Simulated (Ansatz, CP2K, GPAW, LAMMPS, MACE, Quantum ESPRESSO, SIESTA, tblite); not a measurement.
# Codes compared on liquid Al56Cu44 (at. %) at 1700 K (71 atoms)

Wanted: errors and costs of other methods on liquid Al56Cu44 (at. %) at 1700 K (71 atoms). A plane-wave run serves as the reference.

Method: Kohn-Sham DFT, PBE, PAW, plane waves, in Ansatz 0.2.0.

In doubt: a PseudoDojo file used here is known to give poor structures and forces (SIESTA), which bears on pressures, cells, forces and phonons.

## Step 1: Set-up

The cell holds 71 atoms: 40 Al and 31 Cu. Cell: a = 10.683 Å, b = 10.683 Å, c = 10.683 Å, α = 90.0°, β = 90.0°, γ = 90.0°. 71 atoms (40 Al, 31 Cu) placed at random at 4.38 g/cm³, melted at 1800 K for 10 ps at fixed volume with the EAM Al-Cu potential (Cai and Ye, Phys. Rev. B 54, 8398 (1996)). Snapshot at the end of a hold of 10 ps at 1700 K and zero pressure.

## Step 2: Reference: Ansatz, plane waves

The PAW files are the set soft_2.

input.yaml reads:

```yaml
crystal:
  lattice:
    - [10.68344, 0.0, 0.0]
    - [0.0, 10.68344, 0.0]
    - [0.0, 0.0, 10.68344]
  atoms:
    - { symbol: Al, position: [0.77724, 0.12607, 0.40548] }
    - { symbol: Al, position: [0.98269, 0.22854, 0.57384] }
    - { symbol: Al, position: [0.59945, 0.77379, 0.99601] }
    - { symbol: Al, position: [0.42052, 0.31034, 0.62648] }
    [... 61 atom lines left out ...]
    - { symbol: Cu, position: [0.09011, 0.96527, 0.33229] }
    - { symbol: Cu, position: [0.7489, 0.60641, 0.45598] }
    - { symbol: Cu, position: [0.28072, 0.1592, 0.19818] }
    - { symbol: Cu, position: [0.88456, 0.3311, 0.35061] }
    - { symbol: Cu, position: [0.60746, 0.20036, 0.01815] }
    - { symbol: Cu, position: [0.13816, 0.25135, 0.99279] }
kpoints:
  mp_grid: { grid: [1, 1, 1] }
hamiltonian:
  xc: pbe
scf:
  occupations: { method: fermi_dirac, width: 0.05 }
output:
  forces: true
  eigenvalues: true
  populations: true
  stress: true
```

On the command line:

```bash
> ansatz run input.yaml --threads 8 --pin off --max-ram 15872MiB --backend cpu --events-out ev --progress --plain --runs-dir out
```

Numbers of over 12 decimals in the logs are rounded to 6 here.

The program printed:

```text
[...]
Pseudopotentials: kind: paw
Pseudopotential: Al, paw, valence charge 3, recommended cutoff 420 eV (normal), Al.paw.azcp
Pseudopotential: Cu, paw, valence charge 19, recommended cutoff 420 eV (normal), Cu.paw.azcp
[... 5 lines on functional and potentials left out ...]
Crystal: 71 atoms, lattice volume = 1219.364 Å³
Basis set: ecut = 420 eV, 23847 PW (Γ), exchange–correlation on 144×144×144 points (8 copies of the dense FFT grid, shifted against one another)
Bands: 426, of which v1, the nominal top of the filled ones, is band 355 counted from 1 (354 counted from 0)
Symmetry: 1 space group operations
Space group: P1 (ITA 1), of the structure as read, at distance tolerance 1.1e-4 Å
k-points: 1
[... 5 lines on functional and potentials left out ...]
Initial density: superposition of atomic densities (neutral atoms: chi_scale 0, normalization atom), corrected by the library's trained network
Initial wavefunctions: pseudopotential atomic-orbital guess
[...]
SCF iter   1: F=—  HF=-226867.198646 eV  |F-HF|=—  |Δ(HF+E_count)|=         —  Δρ=5.25e-3  dr2=1.29e0  ethr=1.77e-3  ⟨swp⟩=6.0  Hψ=1673  notcnv=0  defer=28
preconditioner: auto → Kerker (q_TF=auto, 2.493 Å⁻¹)  [metal: Δε(μ)=0.079 eV  Ē_g=6.045 eV  σ=0.050 eV  W_gap=0.36  n_scr=304 (ndim 8)  ℏωp=22.8 eV  f_vac=0.000  D(μ)=31.02/eV (n_scr^D=202)]
[...]
SCF iter  11: F=—  HF=-226867.008393 eV  |F-HF|=—  |Δ(HF+E_count)|=   1.61e-8  Δρ=5.69e-6  dr2=3.06e-7  ethr=9.22e-11  ⟨swp⟩=2.0  Hψ=729  notcnv=0  defer=53
SCF iter  12: F=-226867.008393 eV  HF=-226867.008393 eV  |F-HF|=5.99e-8  |Δ(HF+E_count)|=   4.78e-8  Δρ=2.37e-6  dr2=6.94e-8  ethr=1.41e-11  ⟨swp⟩=9.0  Hψ=2064  notcnv=0
SCF 1 converged in 12 iterations: F = -226867.008393 eV  dr2 = 6.94e-8
[...]
SCF converged after 12 iterations
Free energy (F): -226867.008393 eV
Harris-Foulkes:  -226867.008393 eV  (|F-HF|=5.99e-8)
Internal energy: -226866.732957 eV  (E = F + TS)
E sigma→0 (E₀):  -226866.870675 eV
Entropy (-TS):   -0.275436 eV (-3.879 meV/atom)
Fermi energy:    8.311919 eV
--- Per-component energies (eV) ---
[...]
Σ components = -226867.008393   (vs F -226867.008393, Δ=0.00e0)
--- Forces (eV/Å), atoms counted from 1 ---
  atom   1  Al     1.81464522     0.00930030     1.21081838
  atom   2  Al    -0.58977427     0.08735093     0.02645611
  atom   3  Al     0.52377636    -0.83104584    -2.11828878
  atom   4  Al    -1.07750506     0.68244152    -0.00544135
[...]
atom  71  Cu    -0.67152081     0.72366264     0.20337752
  max |Σ_I F_I| component: 2.87e-5 eV/Å
--- Stress (GPa, compression-positive) ---
       -3.393397      -0.036242      -1.535553
       -0.036243      -1.734328       1.356464
       -1.535553       1.356464      -0.650721
  P = ⅓ Tr σ = -1.9261 GPa (-19.261 kbar)
--- Band table (eV) ---
  k-point 0: bands = ["-104.4819", "-104.4604", "-104.4602", "-104.3431", [... 410 levels ...], "12.7969", "12.8521", "12.8887", "13.0009", "13.0124", "13.0882", "13.1612", "13.1930", "13.2437", "13.2770", "13.3022", "13.3546"]
--- Löwdin populations: 71 sites ---
  site symbol       q [e]
     0     Al      3.2245
     1     Al      3.2002
     2     Al      3.2180
[...]
70     Cu     18.5558
  spilling = 0.005857 (of n_electrons = 709.000000)
```

Run time: 14 s. Hardware: 8 threads of Arm Neoverse V2, shared host; peak memory 1.7 GiB; 100 s of CPU time.

Read from the output:

```yaml
free_energy: -226867.0084 eV
free_energy_per_atom: -3195.3100 eV/atom
scf_cycles: 12
pressure: -1.926 GPa
r_m_s_force_component: 0.9624 eV/Å
longest_force: 3.504 eV/Å
fermi_energy: 8.312 eV
levels_partly_filled_by_over_2_per_cent: 7
spilling_of_the_projection: 0.005857
```

Length of the force by element:

| element | coordination | atoms | mean length of the force (eV/Å) | spread | least | most |
| --- | --- | --- | --- | --- | --- | --- |
| Al | all | 40 | 1.69 | 0.846 | 0.279 | 3.50 |
| Cu | all | 31 | 1.20 | 0.571 | 0.236 | 2.58 |

The levels nearest the highest filled one (over half full), pooled over k-points and spins:

| level less the highest filled one (eV) | occupation |
| --- | --- |
| -0.283 | 2.00 |
| -0.244 | 1.99 |
| -0.168 | 1.95 |
| -0.0724 | 1.72 |
| -0.0398 | 1.52 |
| 0 | 1.18 |
| 0.0767 | 0.472 |
| 0.159 | 0.113 |
| 0.206 | 0.046 |
| 0.244 | 0.022 |
| 0.395 | 0.001 |
| 1.17 | 0 |

The run ends at a pressure of -1.93 GPa, with forces up to 3.5 eV/Å.

## Step 3: Local order

Density 4.15 g/cm³, 17.17 Å³ an atom.

Pair distribution functions g(r), in bins of 0.2 Å:

| r (Å) | total | Al-Al | Al-Cu | Cu-Cu |
| --- | --- | --- | --- | --- |
| 2.10 | 0.16 | 0.00 | 0.17 | 0.44 |
| 2.30 | 1.03 | 0.68 | 1.07 | 1.53 |
| 2.50 | 1.87 | 1.18 | 2.35 | 1.76 |
| 2.70 | 2.10 | 2.23 | 2.17 | 1.69 |
| 2.90 | 1.31 | 1.23 | 1.41 | 1.22 |
| 3.10 | 1.47 | 1.33 | 1.75 | 0.96 |
| 3.30 | 0.80 | 0.84 | 0.83 | 0.65 |
| 3.50 | 0.88 | 0.99 | 0.93 | 0.58 |
| 3.70 | 0.65 | 0.72 | 0.66 | 0.52 |
| 3.90 | 0.66 | 0.76 | 0.64 | 0.54 |
| 4.10 | 0.92 | 0.94 | 0.79 | 1.22 |
| 4.30 | 0.89 | 0.95 | 0.95 | 0.65 |
| 4.50 | 1.10 | 0.78 | 1.25 | 1.20 |
| 4.70 | 1.15 | 1.06 | 1.21 | 1.10 |
| 4.90 | 0.94 | 0.90 | 0.91 | 1.05 |
| 5.10 | 1.18 | 1.22 | 1.08 | 1.35 |

## Step 4: The other programs

The programs:
- CP2K 2026.2: Gaussian basis with GTH pseudopotentials and a plane-wave density; labels give functional, basis (MOLOPT sets; SR short-range, UZH the newer set with its own potentials), grid cutoff/relative cutoff and solver (OT: orbital transformation; TRS4, TC2, SIGN: linear-scaling purification with its sparsity filter), or its built-in tight binding.
- GPAW 26.7.0: PAW with atomic orbitals (LCAO), plane waves or a real-space grid of spacing h.
- MACE: machine-learned potential, published weights.
- Quantum ESPRESSO 7.5: plane waves; labels (QE) give functional, pseudopotential set and cutoffs of waves/density.
- SIESTA 5.4.2: numerical atomic orbitals, whose automatically made sets are far from complete, with PseudoDojo norm-conserving potentials that we converted to its format (checked against plane waves on the same files for H, C, O, Si, Ge and Ca alone); labels give functional, basis size, energy shift and mesh cutoff.
- tblite 0.8.0: extended tight binding, driven from Python.

All use the same cell and atoms; the electronic-structure runs use the same k-mesh, and an electronic temperature of 580 K (0.05 eV) where levels are smeared.

Differences are against the plane-wave reference, forces as r.m.s. over components; share is that over the reference's r.m.s. force, slope the least-squares factor from reference forces to these. Total energies of different programs have different zeros and aren't compared.

| run | Δ force, r.m.s. (meV/Å) | share (%) | slope | Δ pressure (GPa) | cores | CPU time | memory (GiB) |
| --- | --- | --- | --- | --- | --- | --- | --- |
| reference | - | - | - | - | 8 | 100 s | 1.7 |
| CP2K PBE+D3(BJ), DZVP-MOLOPT-SR, 800/50 Ry, diagonalisation | 37.2 | 3.86 | 1.005 | -2.85 | 4 | 10 min | 7.5 |
| CP2K PBE, DZVP-MOLOPT-SR, 1120/50 Ry, diagonalisation | 37.1 | 3.86 | 1.007 | 0.521 | 4 | 12 min | 9.6 |
| CP2K PBE, DZVP-MOLOPT-SR, 280/50 Ry, diagonalisation (coarse) | 885 | 92.0 | 1.119 | 2.04 | 2 | 7.4 min | 1.4 |
| CP2K PBE, DZVP-MOLOPT-SR, 800/50 Ry, diagonalisation | 37.1 | 3.85 | 1.007 | 0.522 | 4 | 11 min | 7.4 |
| CP2K PBE, DZVP-MOLOPT-SR, 800/70 Ry, diagonalisation | 37.1 | 3.85 | 1.007 | 0.522 | 4 | 14 min | 7.4 |
| CP2K PBE, SZV-MOLOPT-SR, 800/50 Ry, diagonalisation (coarse) | 217 | 22.6 | 1.120 | 6.05 | 2 | 5.1 min | 4.8 |
| GPAW PBE, LCAO dzp, h 0.2 Å | 59.3 | 6.16 | 1.044 | - | 1 | 6.3 min | 1.5 |
| GPAW PBE, LCAO dzp, h 0.28 Å (coarse) | 60.2 | 6.25 | 1.044 | - | 1 | 3.3 min | 0.81 |
| GPAW PBE, plane waves 450 eV | 20.7 | 2.15 | 1.012 | -0.943 | 2 | 8.3 min | 1.5 |
| GPAW revPBE, LCAO dzp, h 0.2 Å | 95.7 | 9.95 | 1.071 | - | 1 | 6.3 min | 1.5 |
| MACE MP-0b2 small potential | 170 | 17.6 | 0.961 | -1.41 | 1 | 6.1 s | 0.67 |
| MACE MP-0b3 medium potential | 161 | 16.8 | 1.020 | -0.0481 | 1 | 7 s | 0.9 |
| MACE MPA-0 medium potential | 126 | 13.1 | 0.969 | 0.751 | 1 | 7 s | 0.9 |
| QE PBE, sssp-1.3.0-efficiency, 25/200 Ry (coarse) | 36.4 | 3.78 | 0.990 | -41.7 | 2 | 6.2 min | 1.3 |
| QE PBE, sssp-1.3.0-efficiency, 60/480 Ry | 7.51 | 0.781 | 1.006 | 0.0214 | 4 | 19 min | 4.6 |
| SIESTA PBE, DZP, shift 0.01 Ry, mesh 150 Ry (coarse) | 82.8 | 8.60 | 1.059 | -0.910 | 2 | 3.6 min | 0.89 |
| SIESTA PBE, DZP, shift 0.01 Ry, mesh 500 Ry | 79.2 | 8.23 | 1.058 | -1.05 | 2 | 17 min | 2.8 |
| SIESTA PBE, SZP, shift 0.01 Ry, mesh 500 Ry (coarse) | 226 | 23.5 | 1.172 | 0.995 | 2 | 13 min | 2.4 |
| tblite IPEA1-xTB | 581 | 60.3 | 0.802 | 21.1 | 1 | 8 s | 0.15 |

Rows marked coarse were listed beforehand as settings not expected to be converged; some can still land near the reference.

Times of the machine-learned potentials are mostly Python's start and the loading of weights.

CPU time is summed over cores on a shared host, where runs went side by side, so it is rough. Symmetry, cutoffs, thresholds, outputs and thread counts weren't matched or tuned between programs; memory under MPI is the largest rank's times the ranks.

Runs without a result: CP2K GFN1-xTB, diagonalisation (not converged, the SCF not settling); tblite GFN2-xTB (not converged).

Mean charges by element (e), by run and scheme:

| run | scheme | Al | Cu |
| --- | --- | --- | --- |
| CP2K PBE+D3(BJ), DZVP-MOLOPT-SR, 800/50 Ry, diagonalisation | Mulliken | +0.39 | -0.51 |
| CP2K PBE, DZVP-MOLOPT-SR, 1120/50 Ry, diagonalisation | Mulliken | +0.39 | -0.51 |
| CP2K PBE, DZVP-MOLOPT-SR, 800/50 Ry, diagonalisation | Mulliken | +0.39 | -0.51 |
| CP2K PBE, DZVP-MOLOPT-SR, 800/70 Ry, diagonalisation | Mulliken | +0.39 | -0.51 |
| SIESTA PBE, DZP, shift 0.01 Ry, mesh 500 Ry | Hirshfeld | -0.22 | +0.28 |
| tblite IPEA1-xTB | Mulliken | +0.31 | -0.40 |

Within one program, basis, potentials and functional, energies share a zero. Each run against its twin at the usual cutoff or grid and solver:

| run | twin | Δ energy (meV/atom) | Δ force, r.m.s. (meV/Å) | CPU time over the twin's |
| --- | --- | --- | --- | --- |
| CP2K PBE, DZVP-MOLOPT-SR, 1120/50 Ry, diagonalisation | DZVP-MOLOPT-SR, 800/50 Ry, diagonalisation | 0.0051 | 3.80 | 1.1 |
| CP2K PBE, DZVP-MOLOPT-SR, 280/50 Ry, diagonalisation | DZVP-MOLOPT-SR, 800/50 Ry, diagonalisation | -29.6 | 879 | 0.70 (this twin ran on 4 cores) |
| CP2K PBE, DZVP-MOLOPT-SR, 800/70 Ry, diagonalisation | DZVP-MOLOPT-SR, 800/50 Ry, diagonalisation | -3.0e-4 | 0.006 | 1.3 |
| GPAW PBE, LCAO dzp, h 0.28 Å | LCAO dzp, h 0.2 Å | 15.2 | 8.13 | 0.52 |
| QE PBE, sssp-1.3.0-efficiency, 25/200 Ry | sssp-1.3.0-efficiency, 60/480 Ry | 721 | 39.4 | 0.33 (this twin ran on 4 cores) |
| SIESTA PBE, DZP, shift 0.01 Ry, mesh 150 Ry | DZP, shift 0.01 Ry, mesh 500 Ry | -6.81 | 21.3 | 0.21 |

## Step 5: Summary of results

| Quantity | Value |
| --- | --- |
| reference r.m.s. force component | 0.962 eV/Å |
| nearest in forces | QE PBE, sssp-1.3.0-efficiency, 60/480 Ry, 0.78 % |
| farthest in forces | CP2K PBE, DZVP-MOLOPT-SR, 280/50 Ry, diagonalisation (coarse), 92 % |
| cheapest electronic-structure run beside the reference | tblite IPEA1-xTB, 8 s of CPU time |

What this shows: PBE on plane waves or a grid with other potentials, cutoffs or grids, coarse settings apart, differs from the reference by 0.78 % (QE PBE, sssp-1.3.0-efficiency, 60/480 Ry) to 2.1 % (GPAW PBE, plane waves 450 eV) of the r.m.s. force; this holds the reference's own error, so differences of a few per cent don't tell which side is nearer the exact PBE result (QE's 60 Ry are 816 eV, against the reference's 420 eV). The PBE runs in local orbitals, coarse settings apart, differ by 3.9 % (CP2K PBE, DZVP-MOLOPT-SR, 800/70 Ry, diagonalisation) to 8.2 % (SIESTA PBE, DZP, shift 0.01 Ry, mesh 500 Ry); basis, grid and potentials can all enter. Tight binding differs by 60 % (tblite IPEA1-xTB); it is another model, with fitted parameters of its own, and the xTB methods hold dispersion. Machine-learned potentials differ by 13 % (MACE MPA-0 medium potential) to 18 % (MACE MP-0b2 small potential); they were trained on other programs' data. Rows with another functional or a dispersion term differ by 3.9 % (CP2K PBE+D3(BJ), DZVP-MOLOPT-SR, 800/50 Ry, diagonalisation) to 9.9 % (GPAW revPBE, LCAO dzp, h 0.2 Å), which mixes the change of model with differences of basis and potentials. IPEA1-xTB was fitted to ionisation energies and electron affinities, not to forces or charges. Runs with settings chosen to be coarse differ by 3.8 % (QE PBE, sssp-1.3.0-efficiency, 25/200 Ry) to 92 % (CP2K PBE, DZVP-MOLOPT-SR, 280/50 Ry, diagonalisation), their programs' other errors included. One electronic-structure run takes under half the reference's CPU time: tblite IPEA1-xTB, at 60 % in 8 s against 100 s, too far off to be of use; its pressure misses by +21.1 GPa. SIESTA PBE, SZP, shift 0.01 Ry, mesh 500 Ry stiffens the forces by a factor of 1.17 while following their directions (correlation 0.991); the slopes of the 3 SIESTA runs lie between 1.06 and 1.17. In pressure, QE PBE, sssp-1.3.0-efficiency, 25/200 Ry misses by -41.7 GPa, at the same functional; a cutoff this low leaves a large Pulay stress. Charges hang on model, scheme and program or settings: among these rows the mean for Cu runs from -0.51 to +0.28 e, even in sign. In the reference: 7 levels are partly filled, by over 2 % (at Γ alone), as in a metal. Periodic xTB results under one method name differ between programs and library versions. The potentials hold different valence shells: 709 electrons in the reference, 461 in CP2K with SZV-MOLOPT-SR, 461 in Quantum ESPRESSO with SSSP and 461 in GPAW; this bears on time and differences. A potential file of the SIESTA runs is in doubt, which bears on their forces and pressure. The frame stands for 1700 K, but pressures are static and levels are smeared at 580 K, under the temperature of the frame, which matters where levels are partly filled. The electron count is odd in these runs, and they have no spin polarisation, so the unpaired electron is spread evenly over both spins. Machine-learned potentials mimic data converged in k, so the reference's own k-point error enters their differences. The network of bonds at the start is that of the classical potential that made the cell, and needn't be the one that DFT or experiment would give. The electron count is odd and the run has no spin polarisation, so levels at the top are partly filled by construction. The electronic-structure runs sample only Γ, in a cell whose shortest periodic width is 11 Å, which is coarse for a cell with partly filled levels.

[Also dropped from logs without a mark: logging warnings of Python, and SIESTA's first energy breakdown and zero terms.]

[Logs are printed without paths, hosts, clocks, repeated set-up lines and the standing remarks that a program may print on its own settings, such as how far it seeks lower states.]

[Hosts, paths, dates, database ids (printed as entryN), source tags and the programs' standing remarks are cut or masked in the printed files.]
